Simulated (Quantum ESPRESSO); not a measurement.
# Equation of state of diamond Ge

How stiff is diamond Ge under hydrostatic load? Each row scales the relaxed cell evenly and relaxes the atoms. The phase is followed to these pressures whether or not it stays the stable one.

Calculated with Quantum ESPRESSO 7.5, PBEsol, PseudoDojo 0.4.1 norm-conserving potentials, cutoff 1170 eV, Fermi–Dirac smearing 0.02 eV, k-mesh 8×8×8, no spin polarisation, no spin-orbit coupling.

Reference cell, relaxed at zero pressure with PBEsol (Fd-3m): a = 4.0133 Å, b = 4.0133 Å, c = 4.0133 Å, α = 60.00°, β = 60.00°, γ = 60.00°.

```
atom       x       y       z
  Ge  0.5000  0.5000  0.5000
  Ge  0.7500  0.7500  0.7500
```

| V (Å³/atom) | V/V0 | P (GPa) | E − E0 (meV/atom) |
| --- | --- | --- | --- |
| 21.4819 | 0.9400 | 4.759 | 19.0 |
| 21.9390 | 0.9600 | 2.952 | 8.0 |
| 23.3102 | 1.0200 | −1.258 | 1.8 |
| 23.7672 | 1.0400 | −2.375 | 7.0 |
| 24.2243 | 1.0600 | −3.382 | 15.2 |

V0 = 22.8531 Å³ an atom, where the residual pressure P0 is +0.011 GPa. **Question.** Fit the Birch–Murnaghan law and give the pressure and the energy at V = 22.3961 Å³ an atom, a row left out above.

With the Eulerian strain f = ½[(V0/V)^(2/3) − 1] and F = (P − P0)/[3f(1 + 2f)^(5/2)], the third-order law is the line F = B0 + (3/2) B0 (B′ − 4) f.

```csv
f,F (GPa)
0.02106,67.80
0.01379,66.40
−0.00656,66.67
−0.01290,65.80
−0.01905,65.42
```

A straight line through the 5 rows: the means are −0.000732 for f and 66.418 for F, Σ(Δx)² = 0.001203 and ΣΔxΔy = 0.05419, so the slope is 0.05419/0.001203 = 45.031 and the intercept 66.418 − (45.031)(−0.000732) = 66.451.

Hence B0 = 66.5 GPa and B′ = 4 + (45.0)/(1.5 × 66.5) = 4.45. For the withheld volume f = 0.00678, F = 66.76 GPa and P = 1.42 GPa. The run itself gives 1.34 GPa, so the estimate misses by 0.08 GPa, more than the largest misfit of the fitted rows (0.03 GPa).

Integrating the same law gives E − E0 = (9/2) B0 V0 f²[1 + (B′ − 4) f] + P0(V0 − V), with 1 GPa Å³ = 6.2415 meV: 2.0 meV an atom. The run itself gives 2.0 meV, so the estimate misses by 0.0 meV, a rounding's worth.

The same fit over all rows at other levels or in other programs gives B0 = 72 GPa with LDA (Quantum ESPRESSO, GBRV).

Measured volume: 22.639 Å³ an atom (doi:10.1107/S0021889875010965, 298.15 K), so V0 is +0.9 % off. A stiffness follows the volume as d ln B/d ln V = −B′, which moves B0 by about +4 % when it is taken at the measured volume.

The calculation is for a static lattice, while measurements hold thermal and zero-point motion.

[Logs are printed without paths, hosts, clocks, repeated set-up lines and the standing remarks that a program may print on its own settings, such as how far it seeks lower states.]
